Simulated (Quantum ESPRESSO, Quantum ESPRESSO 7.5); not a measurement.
# Y(0001), 4 layers: parallel layout and speed

Wanted: time, iterations and memory of Y(0001), 4 layers by layout of ranks, pools and threads.

Calculated with Quantum ESPRESSO 7.5; plane-wave DFT, PBE, SSSP efficiency pseudopotentials.

## Step 1: The structure

The cell holds 4 atoms: 4 Y. Its edges and angles: a = 3.650 Å, b = 3.650 Å, c = 24.601 Å, α = 90.0°, β = 90.0°, γ = 60.0°. It derives from Y. Vacuum lies along c.

## Step 2: SCF with pw.x: 4 ranks, 4 pools, 1 thread a rank

The first run is the reference of the series.

The input, c0.in:

```
&control
  prefix = 'c0'
  outdir = './out'
  pseudo_dir = './pseudo'
  calculation = 'scf'
  tprnfor = .true.
/
&system
  ibrav = 0
  nat = 4
  ntyp = 1
  ecutwfc = 45
  ecutrho = 360
  occupations = 'smearing'
  smearing = 'mv'
  degauss = 0.02
  assume_isolated = 'esm'
  esm_bc = 'bc1'
/
&electrons
  conv_thr = 1e-07
  mixing_beta = 0.4
  electron_maxstep = 120
  mixing_mode = 'local-TF'
/
ATOMIC_SPECIES
  Y   88.9058  Y_pbe_v1.uspp.F.UPF
CELL_PARAMETERS angstrom
  3.65000000000000 0.00000000000000 0.00000000000000
  1.82500000000000 3.16099272381320 0.00000000000000
  0.00000000000000 0.00000000000000 24.60122500000000
ATOMIC_POSITIONS crystal
  Y   0.666666666700 0.666666666700 -0.174812941225
  Y   0.000000000000 0.000000000000 -0.058270980408
  Y   0.666666666700 0.666666666700 0.058270980408
  Y   0.000000000000 0.000000000000 0.174812941225
K_POINTS automatic
  6 6 1 0 0 0
```

Launch:

```bash
$ OMP_NUM_THREADS=1 mpirun -n 4 pw.x -nk 4 -in c0.in > c0.out
```

Log:

```text
Program PWSCF v.7.5 starts
[citation notice left out]

     Parallel version (MPI & OpenMP), running on       4 processor cores
     Number of MPI processes:                 4
     Threads/MPI process:                     1

     MPI processes distributed on     1 nodes
[...]
Current dimensions of program PWSCF are:
     Max number of different atomic species (ntypx) = 10
     Max number of k-points (npk) =  40000
     Max angular momentum in pseudopotentials (lmaxx) =  4
     Message from routine setup:
     using ibrav=0 with symmetry is DISCOURAGED, use correct ibrav instead

     K-points division:     npool     =       4
     Subspace diagonalization in iterative solution of the eigenvalue problem:
     a serial algorithm will be used

     G-vector sticks info
     --------------------
     sticks:   dense  smooth     PW     G-vecs:    dense   smooth      PW
     Sum        1177     583    169               220685    78133   12625

     Using Slab Decomposition

     bravais-lattice index     =            0
     lattice parameter (alat)  =       6.8975  a.u.
     unit-cell volume          =    1915.4450 (a.u.)^3
     number of atoms/cell      =            4
     number of atomic types    =            1
     number of electrons       =        44.00
     number of Kohn-Sham states=           26
     kinetic-energy cutoff     =      45.0000  Ry
     charge density cutoff     =     360.0000  Ry
     scf convergence threshold =      1.0E-07
     mixing beta               =       0.4000
     number of iterations used =            8  local-TF  mixing
     Exchange-correlation= SLA  PW   PBE  PBE
                           (   1   4   3   4   0   0   0)

     Effective Screening Medium Method
     =================================
     Boundary Conditions: Vacuum-Slab-Vacuum
     total charge in unit cell        =   0.0000
     grid points for fit at edges     =        4

     celldm(1)=   6.897500  celldm(2)=   0.000000  celldm(3)=   0.000000
     celldm(4)=   0.000000  celldm(5)=   0.000000  celldm(6)=   0.000000

     crystal axes: (cart. coord. in units of alat)
               a(1) = (   1.000000   0.000000   0.000000 )
               a(2) = (   0.500000   0.866025   0.000000 )
               a(3) = (   0.000000   0.000000   6.740062 )

     reciprocal axes: (cart. coord. in units 2 pi/alat)
               b(1) = (  1.000000 -0.577350  0.000000 )
               b(2) = (  0.000000  1.154701  0.000000 )
               b(3) = (  0.000000  0.000000  0.148367 )

     PseudoPot. # 1 for Y  read from file:
     ./pseudo/Y_pbe_v1.uspp.F.UPF
     Pseudo is Ultrasoft + core correction, Zval = 11.0
     Generated by new atomic code, or converted to UPF format
     Using radial grid of  885 points,  6 beta functions with:
                l(1) =   0
                l(2) =   0
                l(3) =   1
                l(4) =   1
                l(5) =   2
                l(6) =   2
     Q(r) pseudized with  6 coefficients,  rinner =    1.200   1.200   1.200
                                                       1.200   1.200

     atomic species   valence    mass     pseudopotential
     Y                11.00    88.90580     Y ( 1.00)

     12 Sym. Ops., with inversion, found ( 6 have fractional translation)

   Cartesian axes

     site n.     atom                  positions (alat units)
         1        Y      tau(   1) = (   1.0000000   0.5773503  -1.1782500  )
         2        Y      tau(   2) = (   0.0000000   0.0000000  -0.3927500  )
         3        Y      tau(   3) = (   1.0000000   0.5773503   0.3927500  )
         4        Y      tau(   4) = (   0.0000000   0.0000000   1.1782500  )

     number of k points=     7  Marzari-Vanderbilt smearing, width (Ry)=  0.0200
                       cart. coord. in units 2pi/alat
        k(    1) = (   0.0000000   0.0000000   0.0000000), wk =   0.0555556
        k(    2) = (   0.0000000   0.1924501   0.0000000), wk =   0.3333333
        k(    3) = (   0.0000000   0.3849002   0.0000000), wk =   0.3333333
        k(    4) = (   0.0000000  -0.5773503   0.0000000), wk =   0.1666667
        k(    5) = (   0.1666667   0.2886751   0.0000000), wk =   0.3333333
        k(    6) = (   0.1666667  -0.6735753   0.0000000), wk =   0.6666667
        k(    7) = (   0.3333333  -0.5773503   0.0000000), wk =   0.1111111

     Dense  grid:   220685 G-vectors     FFT dimensions: (  45,  45, 288)

     Smooth grid:    78133 G-vectors     FFT dimensions: (  30,  30, 200)

     Estimated max dynamical RAM per process >     321.29 MB

     Estimated total dynamical RAM >       1.10 GB

     Check: negative core charge=   -0.000003

     Initial potential from superposition of free atoms

     starting charge      43.9821, renormalised to      44.0000

     negative rho (up, down):  1.715E-01 0.000E+00
     Starting wfcs are   52 randomized atomic wfcs

     total cpu time spent up to now is        4.4 secs

     per-process dynamical memory:   134.9 Mb

     Self-consistent Calculation

     iteration #  1     ecut=    45.00 Ry     beta= 0.40
     Davidson diagonalization with overlap
     ethr =  1.00E-02,  avg # of iterations =  1.0

     negative rho (up, down):  1.704E-01 0.000E+00

     total cpu time spent up to now is        7.3 secs

     total energy              =    -349.89160651 Ry
     estimated scf accuracy    <       1.87122698 Ry

     iteration #  2     ecut=    45.00 Ry     beta= 0.40
[...]
negative rho (up, down):  1.680E-01 0.000E+00

[...]
total energy              =    -349.74473185 Ry
     estimated scf accuracy    <       1.12849783 Ry

     iteration #  3     ecut=    45.00 Ry     beta= 0.40
[...]
negative rho (up, down):  1.702E-01 0.000E+00

[...]
total energy              =    -349.79979700 Ry
     estimated scf accuracy    <       0.12902462 Ry

     iteration #  4     ecut=    45.00 Ry     beta= 0.40
[...]
c_bands:  1 eigenvalues not converged
     c_bands:  1 eigenvalues not converged
[...]
negative rho (up, down):  1.705E-01 0.000E+00

[...]
total energy              =    -349.86663311 Ry
     estimated scf accuracy    <       0.09854519 Ry

     iteration #  5     ecut=    45.00 Ry     beta= 0.40
[...]
negative rho (up, down):  1.708E-01 0.000E+00

[...]
total energy              =    -349.87074706 Ry
     estimated scf accuracy    <       0.02347098 Ry

     iteration #  6     ecut=    45.00 Ry     beta= 0.40
[...]
c_bands:  1 eigenvalues not converged
[...]
negative rho (up, down):  1.710E-01 0.000E+00

[...]
total energy              =    -349.88682186 Ry
     estimated scf accuracy    <       0.02388534 Ry

     iteration #  7     ecut=    45.00 Ry     beta= 0.40
[...]
negative rho (up, down):  1.709E-01 0.000E+00

[...]
total energy              =    -349.89555184 Ry
     estimated scf accuracy    <       0.04711042 Ry

     iteration #  8     ecut=    45.00 Ry     beta= 0.40
[...]
negative rho (up, down):  1.711E-01 0.000E+00

[...]
total energy              =    -349.89076805 Ry
     estimated scf accuracy    <       0.11876032 Ry

     iteration #  9     ecut=    45.00 Ry     beta= 0.40
[...]
negative rho (up, down):  1.778E-01 0.000E+00

[...]
total energy              =    -349.89090277 Ry
     estimated scf accuracy    <       0.04179161 Ry

     iteration # 10     ecut=    45.00 Ry     beta= 0.40
[...]
negative rho (up, down):  1.737E-01 0.000E+00

[...]
total energy              =    -349.89165844 Ry
     estimated scf accuracy    <       0.07596680 Ry

     iteration # 11     ecut=    45.00 Ry     beta= 0.40
[...]
negative rho (up, down):  1.730E-01 0.000E+00

[...]
total energy              =    -349.88365845 Ry
     estimated scf accuracy    <       0.08457743 Ry

     iteration # 12     ecut=    45.00 Ry     beta= 0.40
[...]
negative rho (up, down):  1.723E-01 0.000E+00

[...]
total energy              =    -349.88653024 Ry
     estimated scf accuracy    <       0.00191396 Ry

     iteration # 13     ecut=    45.00 Ry     beta= 0.40
[...]
c_bands:  2 eigenvalues not converged
     c_bands:  1 eigenvalues not converged
[...]
negative rho (up, down):  1.728E-01 0.000E+00

[...]
total energy              =    -349.88926507 Ry
     estimated scf accuracy    <       0.00207472 Ry

     iteration # 14     ecut=    45.00 Ry     beta= 0.40
[...]
negative rho (up, down):  1.724E-01 0.000E+00

[...]
total energy              =    -349.88964866 Ry
     estimated scf accuracy    <       0.00869075 Ry

[...]
iteration # 24     ecut=    45.00 Ry     beta= 0.40
[...]
negative rho (up, down):  1.714E-01 0.000E+00

[...]
total energy              =    -349.88878470 Ry
     estimated scf accuracy    <       0.00002854 Ry

     iteration # 25     ecut=    45.00 Ry     beta= 0.40
[...]
negative rho (up, down):  1.714E-01 0.000E+00

[...]
total energy              =    -349.88875186 Ry
     estimated scf accuracy    <       0.00003551 Ry

     iteration # 26     ecut=    45.00 Ry     beta= 0.40
[...]
negative rho (up, down):  1.714E-01 0.000E+00

[...]
total energy              =    -349.88864678 Ry
     estimated scf accuracy    <       0.00001699 Ry

     iteration # 27     ecut=    45.00 Ry     beta= 0.40
[...]
negative rho (up, down):  1.714E-01 0.000E+00

[...]
total energy              =    -349.88859273 Ry
     estimated scf accuracy    <       0.00000312 Ry

     iteration # 28     ecut=    45.00 Ry     beta= 0.40
[...]
negative rho (up, down):  1.714E-01 0.000E+00

[...]
total energy              =    -349.88859879 Ry
     estimated scf accuracy    <       0.00000161 Ry

     iteration # 29     ecut=    45.00 Ry     beta= 0.40
[...]
negative rho (up, down):  1.714E-01 0.000E+00

[...]
total energy              =    -349.88860182 Ry
     estimated scf accuracy    <       0.00000057 Ry

     iteration # 30     ecut=    45.00 Ry     beta= 0.40
[...]
c_bands:  1 eigenvalues not converged
[...]
negative rho (up, down):  1.714E-01 0.000E+00

[...]
total energy              =    -349.88859656 Ry
     estimated scf accuracy    <       0.00000011 Ry

     iteration # 31     ecut=    45.00 Ry     beta= 0.40
[...]
negative rho (up, down):  1.715E-01 0.000E+00

[...]
End of self-consistent calculation

          k = 0.0000 0.0000 0.0000 (  9837 PWs)   bands (ev):

   -46.4883 -46.4883 -45.9157 -45.8800 -26.5688 -26.5561 -26.2590 -26.2590
   -26.2590 -26.2590 -26.0343 -25.7548 -25.7228 -25.7228 -25.6793 -25.6793
    -7.7059  -7.0989  -6.2272  -5.4029  -3.1904  -3.1512  -2.5786  -2.2644
    -1.7941  -1.7924

          k = 0.0000 0.1925 0.0000 (  9795 PWs)   bands (ev):

   -46.4799 -46.4798 -45.9052 -45.8737 -26.5489 -26.5415 -26.3542 -26.3521
   -26.2805 -26.2804 -26.0182 -25.8309 -25.7620 -25.7484 -25.7403 -25.6959
    -7.1526  -6.5653  -5.7115  -4.8909  -3.2506  -3.1199  -2.9986  -2.4514
    -2.3903  -2.2915

          k = 0.0000 0.3849 0.0000 (  9759 PWs)   bands (ev):

   -46.4628 -46.4628 -45.8828 -45.8622 -26.5371 -26.5341 -26.5111 -26.5085
   -26.3230 -26.3228 -26.0334 -25.9963 -25.8684 -25.7973 -25.7669 -25.7306
    -5.8417  -5.4189  -4.8080  -4.2416  -3.7012  -3.5185  -3.3054  -2.9918
    -2.9242  -2.2627

          k = 0.0000-0.5774 0.0000 (  9744 PWs)   bands (ev):

   -46.4543 -46.4543 -45.8699 -45.8582 -26.6214 -26.6192 -26.5005 -26.4954
   -26.3440 -26.3438 -26.0906 -26.0679 -25.8626 -25.8210 -25.7928 -25.7484
    -4.9785  -4.9008  -4.6834  -4.5271  -3.9276  -3.5695  -3.4152  -2.8398
    -2.7124  -2.0444

          k = 0.1667 0.2887 0.0000 (  9789 PWs)   bands (ev):

   -46.4671 -46.4671 -45.8887 -45.8648 -26.5212 -26.5207 -26.4712 -26.4694
   -26.3314 -26.3304 -26.0129 -25.9329 -25.8676 -25.7805 -25.7625 -25.7396
    -6.1851  -5.6645  -4.8884  -4.1135  -3.4999  -3.4633  -3.1868  -3.1165
    -3.0164  -2.2881

          k = 0.1667-0.6736 0.0000 (  9748 PWs)   bands (ev):

   -46.4543 -46.4543 -45.8700 -45.8581 -26.5759 -26.5744 -26.4976 -26.4940
   -26.3932 -26.3923 -26.0533 -26.0270 -25.8926 -25.8468 -25.7956 -25.7740
    -4.8777  -4.6507  -4.3267  -3.9964  -3.7478  -3.4882  -3.3584  -3.0678
    -2.9583  -2.4717

[...]
the Fermi energy is    -3.3122 ev

!    total energy              =    -349.88859226 Ry
     estimated scf accuracy    <       0.00000004 Ry
     smearing contrib. (-TS)   =      -0.00410931 Ry
     internal energy E=F+TS    =    -349.88448295 Ry

     The total energy is F=E-TS. E is the sum of the following terms:
     one-electron contribution =    4088.67960505 Ry
     hartree contribution      =   -2054.91105315 Ry
     xc contribution           =     -87.47059084 Ry
     ewald contribution        =   -2296.18244402 Ry

     convergence has been achieved in  31 iterations

     negative rho (up, down):  1.715E-01 0.000E+00

     Forces acting on atoms (cartesian axes, Ry/au):

     atom    1 type  1   force =     0.00000000    0.00000000    0.00689566
     atom    2 type  1   force =     0.00000000    0.00000000   -0.00769200
     atom    3 type  1   force =     0.00000000    0.00000000    0.00769200
     atom    4 type  1   force =     0.00000000    0.00000000   -0.00689566

     Total force =     0.014609     Total SCF correction =     0.000180

[...]
=------------------------------------------------------------------------------=
   JOB DONE.
=------------------------------------------------------------------------------=
[...]
```

Elapsed: 88 s, on 4 MPI ranks of Intel Xeon Platinum 8259CL at 2.50GHz (Skylake/Cascade Lake), shared host; peak memory 1.2 GiB; 5.8 min of CPU time.

This step gave:

* free energy: -4760.4768 eV
* Fermi energy: -3.312 eV
* vacuum line at the lower end of the cell, over the Fermi level: 3.312 eV
* vacuum line at the upper end of the cell, over the Fermi level: 3.312 eV

The potential energy, planar mean oscillates, so the rows of the table below give means over windows of 1 Å about each position, cut where the curve ends. Its maxima inside the range that stand out by 2 % of the span (Å: eV): -2.9: 0.936, 0.0: 0.750, 2.9: 0.936. Its minima: -4.3: -20.6, -1.4: -20.2, 1.4: -20.2, 4.3: -20.6.

Electrostatic potential energy of an electron; zero at the Fermi level. Potential energy, planar mean against z; means over each step:

```
z (Å)  potential energy, planar mean (eV)
  -12                                3.31
  -11                                3.31
  -10                                3.31
   -9                                3.31
   -8                                3.28
   -7                                3.06
   -6                                1.63
   -5                               -7.62
   -4                               -14.4
   -3                             -0.0679
   -2                               -9.31
   -1                               -11.9
    0                             -0.0438
    1                               -11.9
    2                               -9.31
    3                             -0.0679
    4                               -14.4
    5                               -7.62
    6                                1.63
    7                                3.06
    8                                3.28
    9                                3.31
   10                                3.31
   11                                3.31
   12                                3.31
```

The program's own clock; routines nest. Time by routine:

```
  routine  wall time (s)  calls
    PWSCF          86.92      1
electrons          81.42      1
  c_bands          28.13     31
  cegterg          22.48     62
  mix_rho          19.02     31
    h_psi          17.25    486
 vloc_psi           14.2    486
 sum_band          13.87     31
     fftw          13.82  10660
 v_of_rho          11.78     32
     newd           8.44     32
     ffts           7.34   3197
      fft           5.77    425
 init_run           4.24      1
```

The vacuum levels are read from the outermost 0.7 Å of the cell on either side.

The run needed 31 iterations to bring the estimated error under 1e-07 Ry; the largest force on any atom, held or free, is 0.20 eV/Å.

Inside the slab this potential holds the local part of the pseudopotentials, which can be repulsive at the nuclei; only its value in the vacuum has a meaning of its own.

[end of part 1 of 3]

[Logs are printed without paths, hosts, clocks, repeated set-up lines and the standing remarks that a program may print on its own settings, such as how far it seeks lower states.]

[Hosts, paths, dates, database ids (printed as entryN), source tags and the programs' standing remarks are cut or masked in the printed files.]

[Maps of the electrostatic potential energy from Ansatz leave out the sawtooth potential of an applied field or a dipole correction, so their vacuum need not be flat; planar profiles and work functions include it.]
